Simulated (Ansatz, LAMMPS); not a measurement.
**Forces and charges in glassy 46SiO2-16Al2O3-16BaO-16Li2O-5Sc2O3 (mol %) (121 atoms)**

Aim: energy, forces, charges and density of states of glassy 46SiO2-16Al2O3-16BaO-16Li2O-5Sc2O3 (mol %) (121 atoms) at a fixed geometry.

Calculated with Ansatz 0.2.0; Kohn-Sham DFT, PBE, PAW (set soft_2), plane waves.

### Step 1. Set-up

The cell holds 121 atoms: 17 Si, 12 Al, 6 Ba, 12 Li, 4 Sc and 70 O. Cell: a = 11.530 Å, b = 11.530 Å, c = 11.530 Å, α = 90.0°, β = 90.0°, γ = 90.0°. 121 atoms (17 Si, 12 Al, 6 Ba, 12 Li, 4 Sc, 70 O) placed at random at 3.16 g/cm³, melted at 4000 K for 10 ps at fixed volume with the Morse and Coulomb pair potential with partial charges (Pedone, Malavasi, Menziani, Cormack and Segre, J. Phys. Chem. B 110, 11780 (2006)). Quenched from 4000 K to 300 K at 300 K/ps and fixed volume, held 10 ps at zero pressure, then minimised at fixed cell.

What the set-up can't give: The quench rate of 300 K/ps is many orders above laboratory rates, so the cell is likely richer in defects and strain than a real sample. The starting topology of bonds comes from the classical model, and needn't be the one that DFT or experiment would give. Only the Γ point is sampled, in a cell whose shortest periodic width is 12 Å. The levels lack spin–orbit coupling, which is large for the heavy elements here.

### Step 2. How the cell was made

A classical potential makes the cell, at a small fraction of what the same run would cost in DFT.

This step: classical MD, Morse and Coulomb pair potential with partial charges (Pedone, Malavasi, Menziani, Cormack and Segre, J. Phys. Chem. B 110, 11780 (2006)) (LAMMPS 22 Jul 2025 - Update 4).

in.lmp

```
# melt-quench of Si17Al12Ba6Li12Sc4O70
units metal
atom_style charge
boundary p p p
region box block 0 11.6490 0 11.6490 0 11.6490
create_box 6 box
mass 1 28.0850   # Si
mass 2 26.9815   # Al
mass 3 137.3270   # Ba
mass 4 6.9400   # Li
mass 5 44.9559   # Sc
mass 6 15.9990   # O
create_atoms 1 random 17 200049 NULL overlap 1.5 maxtry 2000
create_atoms 2 random 12 200056 NULL overlap 1.5 maxtry 2000
create_atoms 3 random 6 200063 NULL overlap 1.5 maxtry 2000
create_atoms 4 random 12 200070 NULL overlap 1.5 maxtry 2000
create_atoms 5 random 4 200077 NULL overlap 1.5 maxtry 2000
create_atoms 6 random 70 200084 NULL overlap 1.5 maxtry 2000
pair_style hybrid/overlay pedone 5.5 coul/long 8.0
pair_coeff * * coul/long
pair_coeff 1 6 pedone 0.340554 2.006700 2.100000 1   # Si-O
pair_coeff 2 6 pedone 0.361581 1.900442 2.164818 0.9   # Al-O
pair_coeff 3 6 pedone 0.065011 1.547596 3.393410 5   # Ba-O
pair_coeff 4 6 pedone 0.001114 3.429506 2.681360 1   # Li-O
pair_coeff 5 6 pedone 0.000333 3.144445 3.200000 2.6   # Sc-O
pair_coeff 6 6 pedone 0.042395 1.379316 3.618701 22   # O-O
set type 1 charge 2.4
set type 2 charge 1.8
set type 3 charge 1.2
set type 4 charge 0.6
set type 5 charge 1.8
set type 6 charge -1.2
kspace_style pppm 1.0e-4
neigh_modify delay 0 every 1 check yes
# [... 22 lines left out ...]
thermo 1666
fix md all npt temp 300 300 0.2 iso 0 0 2
run 5000 post no
unfix md
thermo 100
min_style cg
minimize 0 1e-3 2000 20000
write_dump all custom glass.dump id type xs ys zs modify sort id
```

On the command line:

```
lmp -in in.lmp -log none -nocite
```

Numbers of over 12 decimals in the logs are rounded to 6 here.

The program printed:

```text
LAMMPS (22 Jul 2025 - Update 4)
Created orthogonal box = (0 0 0) to (11.649 11.649 11.649)
Created 17 atoms
Created 12 atoms
Created 6 atoms
Created 12 atoms
Created 4 atoms
Created 70 atoms
PPPM initialization ...
  G vector (1/distance) = 0.37613258
  grid = 12 12 12
  estimated relative force accuracy = 7.0068951e-05
   Step          Time           Temp          PotEng         Press         Density
         0   0              0             -1.1753463      807404.58      3.1600395
        93   0.186          0             -12.971447     -13666.643      3.1600395
Loop time of 0.128871 s on 1 MPI rank(s) for 93 steps with 121 atoms
Minimization stats:
[... 38 lines left out ...]
     16660   33.32          317.73006     -13.045628      4026.1253      3.2794146
     17167   34.334         327.59005     -13.042941      3040.5644      3.258652
Loop time of 5.61048 s on 1 MPI rank(s) for 5000 steps with 121 atoms
   Step          Time           Temp          PotEng         Press         Density
     17167   34.334         327.59005     -13.042942      3039.7076      3.258652
     17191   34.382         327.59005     -13.086089     -3806.8569      3.258652
Loop time of 0.0777717 s on 1 MPI rank(s) for 24 steps with 121 atoms
Minimization stats:
  Stopping criterion = linesearch alpha is zero
  Energy initial, next-to-last, final =
     -13.0429424344055   -13.086089138481   -13.086089138481
  Force two-norm initial, final = 14.776014 0.36103673
  Iterations, force evaluations = 24 77
```

The job ended after 16 s (1 thread of Arm Neoverse N1, shared host; peak memory 0.075 GiB).

### Step 3. Plane-wave single point

The electrons are solved once, with the atoms held.

input.yaml

```yaml
crystal:
  lattice:
    - [11.53029, 0.0, 0.0]
    - [0.0, 11.53029, 0.0]
    - [0.0, 0.0, 11.53029]
  atoms:
    - { symbol: Si, position: [0.96547, 0.47165, 0.8637] }
    - { symbol: Si, position: [0.46311, 0.29292, 0.70025] }
    - { symbol: Si, position: [0.75772, 0.01095, 0.13509] }
    - { symbol: Si, position: [0.53306, 0.86035, 0.18243] }
    - { symbol: Si, position: [0.4285, 0.61036, 0.89685] }
    - { symbol: Si, position: [0.58448, 0.96045, 0.87154] }
    - { symbol: Si, position: [0.31116, 0.19605, 0.11695] }
    - { symbol: Si, position: [0.6797, 0.19109, 0.58786] }
    - { symbol: Si, position: [0.81575, 0.02793, 0.76098] }
    - { symbol: Si, position: [0.10166, 0.75596, 0.21248] }
    - { symbol: Si, position: [0.44527, 0.9082, 0.63894] }
    - { symbol: Si, position: [0.98134, 0.87863, 0.59154] }
    - { symbol: Si, position: [0.88696, 0.78567, 0.04971] }
    - { symbol: Si, position: [0.06786, 0.16025, 0.18923] }
    - { symbol: Si, position: [0.7976, 0.38959, 0.46308] }
    - { symbol: Si, position: [0.63152, 0.38768, 0.89836] }
    - { symbol: Si, position: [0.60604, 0.84782, 0.42784] }
    - { symbol: Al, position: [0.62322, 0.42746, 0.2628] }
    - { symbol: Al, position: [0.05922, 0.19534, 0.45739] }
    - { symbol: Al, position: [0.30349, 0.11065, 0.85529] }
    - { symbol: Al, position: [0.20662, 0.0402, 0.623] }
    - { symbol: Al, position: [0.38931, 0.85363, 0.97135] }
    - { symbol: Al, position: [0.64557, 0.62178, 0.06648] }
    - { symbol: Al, position: [0.24586, 0.37435, 0.53772] }
    - { symbol: Al, position: [0.78838, 0.24172, 0.23862] }
    - { symbol: Al, position: [0.34005, 0.4107, 0.28622] }
    - { symbol: Al, position: [0.21405, 0.60198, 0.38411] }
    - { symbol: Al, position: [0.85838, 0.47148, 0.12515] }
    - { symbol: Al, position: [0.0647, 0.40926, 0.29115] }
    - { symbol: Ba, position: [0.85449, 0.67928, 0.3685] }
    - { symbol: Ba, position: [0.17484, 0.48431, 0.04317] }
    - { symbol: Ba, position: [0.46897, 0.57493, 0.56869] }
    [... 83 atom lines left out ...]
    - { symbol: O, position: [0.74352, 0.3081, 0.88448] }
    - { symbol: O, position: [0.639, 0.27714, 0.22319] }
    - { symbol: O, position: [0.68464, 0.44422, 0.39936] }
    - { symbol: O, position: [0.02012, 0.12842, 0.31831] }
    - { symbol: O, position: [0.10523, 0.69432, 0.34056] }
    - { symbol: O, position: [0.18103, 0.11571, 0.49605] }
kpoints:
  mp_grid: { grid: [1, 1, 1] }
hamiltonian:
  xc: pbe
scf:
  occupations: { method: fixed }
output:
  forces: true
  stress: true
  populations: true
  dos:
    method: { smearing: { sigma: 0.15 } }
    de: 0.1
    projected: { site_lists: { Al: [Al], Ba: [Ba], Li: [Li], O: [O], Sc: [Sc] } }
  eigenvalues: true
  write_density: true
  write_potential: true
  volumetric_format: npy
```

On the command line:

```
ansatz run input.yaml --threads 8 --pin off --max-ram 15872MiB --backend cpu --events-out ev --progress --plain --runs-dir out
```

The program printed:

```text
Engine: ansatz 0.2.0, aarch64-unknown-linux-gnu
Pseudopotentials: kind: paw
Pseudopotential: Si, paw, valence charge 4, recommended cutoff 420 eV (normal), Si.paw.azcp
Pseudopotential: Al, paw, valence charge 3, recommended cutoff 420 eV (normal), Al.paw.azcp
Pseudopotential: Ba, paw, valence charge 10, recommended cutoff 420 eV (normal), Ba.paw.azcp
Pseudopotential: Li, paw, valence charge 3, recommended cutoff 420 eV (normal), Li.paw.azcp
Pseudopotential: Sc, paw, valence charge 11, recommended cutoff 420 eV (normal), Sc.paw.azcp
Pseudopotential: O, paw, valence charge 6, recommended cutoff 420 eV (normal), O.paw.azcp
[... 5 lines on functional and potentials left out ...]
Crystal: 121 atoms, lattice volume = 1532.924 Å³
Basis set: ecut = 420 eV, 30047 PW (Γ), exchange–correlation on 160×160×160 points (8 copies of the dense FFT grid, shifted against one another)
Bands: 453, of which v1, the nominal top of the filled ones, is band 332 counted from 1 (331 counted from 0)
Symmetry: 1 space group operations
Space group: P1 (ITA 1), of the structure as read, at distance tolerance 1.2e-4 Å
k-points: 1
[... 13 lines on functional and potentials left out ...]
Initial density: superposition of atomic densities (neutral atoms: chi_scale 0, normalization atom), corrected by the library's trained network
Initial wavefunctions: pseudopotential atomic-orbital guess
Functional: x = pbe(κ = 0.804, μ = 0.219515), c = pbe(β = 0.066725)
SCF iter   1: F=—  HF=-103833.038511 eV  |F-HF|=—  |Δ(HF+E_count)|=         —  Δρ=2.11e-3  dr2=8.81e-2  ethr=1.77e-3  ⟨swp⟩=4.0  Hψ=1711  notcnv=0  defer=113
preconditioner: auto → Resta (q_TF=auto, 2.373 Å⁻¹)  ε∞=3.6  [insulator: Δε(μ)=3.580 eV  Ē_g=14.324 eV  n_scr=340 (ndim 8)  ℏωp=23.2 eV  f_vac=0.072  ε∞_Penn≈3.6]
SCF iter   2: F=—  HF=-103833.034458 eV  |F-HF|=—  |Δ(HF+E_count)|=   4.05e-3  Δρ=1.11e-3  dr2=2.14e-2  ethr=1.33e-5  ⟨swp⟩=2.0  Hψ=724  notcnv=0  defer=119
SCF iter   3: F=—  HF=-103833.038299 eV  |F-HF|=—  |Δ(HF+E_count)|=   3.84e-3  Δρ=4.87e-4  dr2=5.75e-3  ethr=3.22e-6  ⟨swp⟩=2.0  Hψ=573  notcnv=0  defer=119
SCF iter   4: F=—  HF=-103833.038668 eV  |F-HF|=—  |Δ(HF+E_count)|=   3.70e-4  Δρ=1.45e-4  dr2=4.73e-4  ethr=8.66e-7  ⟨swp⟩=2.0  Hψ=576  notcnv=0  defer=119
SCF iter   5: F=—  HF=-103833.038839 eV  |F-HF|=—  |Δ(HF+E_count)|=   1.71e-4  Δρ=8.99e-5  dr2=1.24e-4  ethr=7.12e-8  ⟨swp⟩=2.0  Hψ=578  notcnv=0  defer=117
SCF iter   6: F=—  HF=-103833.038891 eV  |F-HF|=—  |Δ(HF+E_count)|=   5.20e-5  Δρ=3.93e-5  dr2=2.48e-5  ethr=1.87e-8  ⟨swp⟩=2.0  Hψ=624  notcnv=0  defer=116
SCF iter   7: F=—  HF=-103833.038579 eV  |F-HF|=—  |Δ(HF+E_count)|=   3.12e-4  Δρ=1.41e-5  dr2=3.86e-6  ethr=3.73e-9  ⟨swp⟩=2.0  Hψ=781  notcnv=0  defer=115
SCF iter   8: F=—  HF=-103833.038583 eV  |F-HF|=—  |Δ(HF+E_count)|=   3.75e-6  Δρ=1.18e-5  dr2=2.04e-6  ethr=5.82e-10  ⟨swp⟩=2.0  Hψ=667  notcnv=0  defer=115
SCF iter   9: F=—  HF=-103833.038583 eV  |F-HF|=—  |Δ(HF+E_count)|=   3.63e-7  Δρ=3.26e-6  dr2=1.91e-7  ethr=3.07e-10  ⟨swp⟩=2.0  Hψ=568  notcnv=0  defer=115
SCF iter  10: F=-103833.038583 eV  HF=-103833.038583 eV  |F-HF|=2.58e-8  |Δ(HF+E_count)|=   1.49e-7  Δρ=1.49e-6  dr2=3.94e-8  ethr=1.51e-11  ⟨swp⟩=25.0  Hψ=4394  notcnv=0
SCF 1 converged in 10 iterations: F = -103833.038583 eV  dr2 = 3.94e-8
  greatest PAW one-centre occupation: 1.000 electrons in one spin orbital (limit 2), on the Li atom at site 42 (counted from 0), in its partial waves of l = 0
SCF converged after 10 iterations
Free energy (F): -103833.038583 eV
Harris-Foulkes:  -103833.038583 eV  (|F-HF|=2.58e-8)
Internal energy: -103833.038583 eV  (E = F + TS)
E sigma→0 (E₀):  -103833.038583 eV
Fermi energy:    5.336649 eV
--- Per-component energies (eV) ---
  E_band       = -3224.308732
  E_kinetic    = 15907.057520
  E_local      = -41836.672459  (includes V_loc(G=0)·N_el)
  E_nonlocal   = 4163.244265
  E_hartree    = 15685.471955
  E_xc         = -8232.114306
  E_vxc        = -9356.316279  (∫ρ·V_xc dr)
  E_paw        = -60871.987547  (= ΣΔE_a)
  E_vpaw       = -3472.738648  (= ΣTr[D̂ρ^β])
  E_aug_tail   = 0.177871  (compensation charges beyond the density's cutoff)
  E_ewald      = -28648.215882
  E_smearing   = -0.000000  (= −TS)
  E_closure    = 0.000000  (closes the sum)
  Σ components = -103833.038583   (vs F -103833.038583, Δ=0.00e0)
--- Forces (eV/Å), atoms counted from 1 ---
  atom   1  Si    -0.19149020    -0.66489513     0.53343321
  atom   2  Si     1.50651490     0.14030808     0.85451574
  atom   3  Si    -1.07355887    -0.16070807    -0.29236053
  atom   4  Si     1.43700106    -0.28254377     0.31360937
  atom   5  Si     0.49072255    -0.38737720     0.42722834
  atom   6  Si    -0.21017991    -0.17202687    -0.07047120
  atom   7  Si    -0.26445366     0.42349522     0.05069834
  atom   8  Si     0.90469451     0.25875549     0.05377628
  atom   9  Si    -0.77847221     0.02533124    -0.88204129
  atom  10  Si     0.48462475     0.13514274    -0.04584653
  atom  11  Si     0.31527112    -0.75612866    -0.60548438
  atom  12  Si    -0.36160699     1.39213291     0.58561378
  atom  13  Si     0.42469257     0.39842596     0.19085078
  atom  14  Si     0.11187530     1.79148945     0.14257131
[...]
atom 120  O     -1.70688277     0.00585741     1.12265244
  atom 121  O      1.22790717    -0.51208808    -0.77297253
  max |Σ_I F_I| component: 3.88e-5 eV/Å
--- Stress (GPa, compression-positive) ---
        4.781292      -1.246309       0.122849
       -1.246307       6.392830      -0.396003
        0.122851      -0.396011       5.555754
  P = ⅓ Tr σ = 5.5766 GPa (55.766 kbar)
--- Band table (eV) ---
  k-point 0: bands = ["-43.4728", "-43.1118", "-42.9828", "-42.8625", [... 437 levels ...], "14.3365", "14.3504", "14.3870", "14.3910", "14.4220", "14.4491", "14.4672", "14.4994", "14.5192", "14.5371", "14.5441", "14.5695"]
--- Löwdin populations: 121 sites ---
  site symbol       q [e]
     0     Si      2.4109
     1     Si      2.3014
     2     Si      2.2715
[...]
120      O      6.9399
  spilling = 0.011127 (of n_electrons = 664.000000)
```

Wall time 53 s (8 threads of Arm Neoverse N1, shared host); peak memory 2.4 GiB.

Numbers from this run:

| Item | Value |
| --- | --- |
| free energy | -103833.0386 eV |
| free energy per atom | -858.1243 eV/atom |
| SCF cycles | 10 |
| pressure | 5.577 GPa |
| r.m.s. force component | 0.8993 eV/Å |
| longest force | 3.328 eV/Å |
| Fermi energy | 5.337 eV |
| gap (highest filled to lowest empty level) | 3.503 eV |
| spilling of the projection | 0.01113 |

Neighbours are counted within 2.08 Å (O-Si), 2.19 Å (O-Al), 2.33 Å (O-Li), 3.29 Å (O-Ba), 2.76 Å (O-Sc).

Length of the force by element and coordination:

| element | coordination | atoms | mean length of the force (eV/Å) | spread | least | most |
| --- | --- | --- | --- | --- | --- | --- |
| Al | all | 12 | 0.919 | 0.455 | 0.129 | 1.84 |
| Al | 4 | 11 | 0.943 | 0.468 | 0.129 | 1.84 |
| Al | 5 | 1 | 0.652 | 0 | 0.652 | 0.652 |
| Ba | all | 6 | 0.599 | 0.321 | 0.127 | 0.978 |
| Ba | 5 | 1 | 0.262 | 0 | 0.262 | 0.262 |
| Ba | 6 | 2 | 0.933 | 0.0447 | 0.888 | 0.978 |
| Ba | 7 | 1 | 0.819 | 0 | 0.819 | 0.819 |
| Ba | 8 | 2 | 0.325 | 0.197 | 0.127 | 0.522 |
| Li | all | 12 | 0.486 | 0.194 | 0.195 | 0.936 |
| Li | 2 | 1 | 0.356 | 0 | 0.356 | 0.356 |
| Li | 3 | 7 | 0.416 | 0.153 | 0.195 | 0.641 |
| Li | 4 | 4 | 0.640 | 0.186 | 0.479 | 0.936 |
| O | all | 70 | 1.73 | 0.633 | 0.444 | 3.33 |
| O | 2 | 11 | 1.28 | 0.604 | 0.444 | 2.79 |
| O | 3 | 41 | 1.75 | 0.562 | 0.716 | 2.93 |
| O | 4 | 17 | 2.00 | 0.670 | 0.862 | 3.33 |
| O | 5 | 1 | 1.53 | 0 | 1.53 | 1.53 |
| Sc | all | 4 | 1.59 | 0.311 | 1.29 | 2.09 |
| Sc | 5 | 2 | 1.73 | 0.361 | 1.37 | 2.09 |
| Sc | 6 | 2 | 1.44 | 0.150 | 1.29 | 1.59 |
| Si | all | 17 | 1.10 | 0.573 | 0.281 | 2.62 |

Löwdin charges by element and coordination (they lack the spilled electrons, 0.061 e an atom on average):

| element | coordination | atoms | mean charge (e) | spread | least | most |
| --- | --- | --- | --- | --- | --- | --- |
| Al | all | 12 | 1.25 | 0.041 | 1.16 | 1.31 |
| Al | 4 | 11 | 1.26 | 0.0417 | 1.16 | 1.31 |
| Al | 5 | 1 | 1.22 | 0 | 1.22 | 1.22 |
| Ba | all | 6 | 1.89 | 0.0199 | 1.87 | 1.93 |
| Ba | 5 | 1 | 1.87 | 0 | 1.87 | 1.87 |
| Ba | 6 | 2 | 1.88 | 0.006 | 1.88 | 1.89 |
| Ba | 7 | 1 | 1.93 | 0 | 1.93 | 1.93 |
| Ba | 8 | 2 | 1.88 | 7.0e-4 | 1.88 | 1.88 |
| Li | all | 12 | 0.780 | 0.0189 | 0.736 | 0.801 |
| Li | 2 | 1 | 0.800 | 0 | 0.800 | 0.800 |
| Li | 3 | 7 | 0.776 | 0.0202 | 0.736 | 0.8 |
| Li | 4 | 4 | 0.783 | 0.0148 | 0.760 | 0.801 |
| O | all | 70 | -0.886 | 0.0752 | -1.09 | -0.757 |
| O | 2 | 11 | -0.830 | 0.0351 | -0.905 | -0.787 |
| O | 3 | 41 | -0.873 | 0.0613 | -1.02 | -0.757 |
| O | 4 | 17 | -0.944 | 0.0708 | -1.04 | -0.846 |
| O | 5 | 1 | -1.09 | 0 | -1.09 | -1.09 |
| Sc | all | 4 | 1.32 | 0.0195 | 1.30 | 1.35 |
| Sc | 5 | 2 | 1.33 | 0.0259 | 1.30 | 1.35 |
| Sc | 6 | 2 | 1.31 | 0.0049 | 1.31 | 1.32 |
| Si | all | 17 | 1.67 | 0.0402 | 1.59 | 1.73 |

Density of states as counts of states in windows of 1 eV (from the Fermi level), total and the larger projections:

| from (eV) | to (eV) | total | O p | Sc d | O s | Ba p |
| --- | --- | --- | --- | --- | --- | --- |
| -18 | -17 | 47.9 | 0.5 | 0.3 | 37.8 | 0.1 |
| -17 | -16 | 28.8 | 0.3 | 0.1 | 23.3 | 0.1 |
| -16 | -15 | 2.7 | 0.0 | 0.1 | 2.3 | 0.0 |
| -15 | -13 | 0.0 | 0.0 | 0.0 | 0.0 | 0.0 |
| -13 | -12 | 0.6 | 0.0 | 0.0 | 0.0 | 0.6 |
| -12 | -11 | 29.1 | 0.8 | 0.0 | 0.2 | 27.7 |
| -11 | -10 | 6.3 | 0.2 | 0.0 | 0.1 | 5.9 |
| -10 | -9 | 4.7 | 3.2 | 0.0 | 0.3 | 0.0 |
| -9 | -8 | 9.3 | 6.4 | 0.0 | 0.6 | 0.0 |
| -8 | -7 | 11.5 | 8.3 | 0.0 | 0.5 | 0.0 |
| -7 | -6 | 24.0 | 17.9 | 0.2 | 0.7 | 0.1 |
| -6 | -5 | 33.8 | 25.9 | 0.6 | 1.2 | 0.1 |
| -5 | -4 | 61.7 | 49.7 | 0.9 | 2.1 | 0.2 |
| -4 | -3 | 71.8 | 62.1 | 1.1 | 1.5 | 0.2 |
| -3 | -2 | 82.1 | 75.1 | 1.1 | 0.7 | 0.3 |
| -2 | -1 | 84.0 | 79.2 | 0.7 | 0.4 | 0.2 |
| -1 | 0 | 36.0 | 34.3 | 0.3 | 0.1 | 0.1 |
| 0 | 1 | 1.1 | 1.1 | 0.0 | 0.0 | 0.0 |
| 1 | 3 | 0.0 | 0.0 | 0.0 | 0.0 | 0.0 |
| 3 | 4 | 8.9 | 0.5 | 5.6 | 0.5 | 0.0 |
| 4 | 5 | 32.7 | 2.6 | 17.5 | 1.0 | 0.0 |

With fixed occupations the program's Fermi level is the highest filled level; weight inside the gap is the broadening of levels at its edges.

Between -26 and -18 eV lie 65 more states.

The stored curve holds about 600 of the 664 electrons; the rest, give or take the few that broadening carries across the Fermi level, lie in deeper levels below its range.

Not all projections were asked for or kept, so they needn't add up to the total.

The levels nearest the highest filled one (over half full), pooled over k-points and spins:

| level less the highest filled one (eV) | occupation |
| --- | --- |
| -0.398 | 2 |
| -0.394 | 2 |
| -0.382 | 2 |
| -0.281 | 2 |
| -0.225 | 2 |
| 0 | 2 |
| 3.50 | 0 |
| 3.70 | 0 |
| 3.78 | 0 |
| 3.96 | 0 |
| 4.01 | 0 |
| 4.06 | 0 |

Electrostatic potential energy in the ac plane at fractional y = 0.467, with atoms of Si and Al and Ba and Li and O within 0.2 Å of it. With pseudopotentials it is smooth inside the atoms' cores, unlike the true potential.

Ten even steps from '0' (-33 eV) to '9' (11 eV), each cell a mean:
```
88864235789999999999746999997216
57888778997569999987514899998633
05899999982028999987668999997200
05789998995359999998889999997100
57889865689999999999999999964432
89999731379999999999999999831588
99999854589999999999999999977899
99999988899999999999999999999999
88899999999999888899999999999999
75579998899998777889999999999998
52268987888988777889999999964588
64479866789998888899999987710069
98899988899999989999998876631279
99999999999999999999721477788999
98889999998899999999600388899999
86678877876678999987755899999999
65457301564457423765557999999987
55567301565466100455556899999401
78778877887678524765556799887401
99888889988888889887773377555678
99886557888887568899986675577579
99852012688885236899999986566579
98730000478886558999999998666679
99730001479998889999999999986116
```
Columns run along a (11.5 Å; values clipped at the 3rd and 97th percentile), rows up along c (11.5 Å). Atoms in or near the plane, at fractional coordinates: Si at (0.97, 0.86), Al at (0.86, 0.13), Ba at (0.17, 0.04), Li at (0.22, 0.76), O at (0.89, 0.50), O at (0.48, 0.26).

[end of part 1 of 2]

[Logs are printed without paths, hosts, clocks, repeated set-up lines and the standing remarks that a program may print on its own settings, such as how far it seeks lower states.]

[Hosts, paths, dates, database ids (printed as entryN), source tags and the programs' standing remarks are cut or masked in the printed files.]
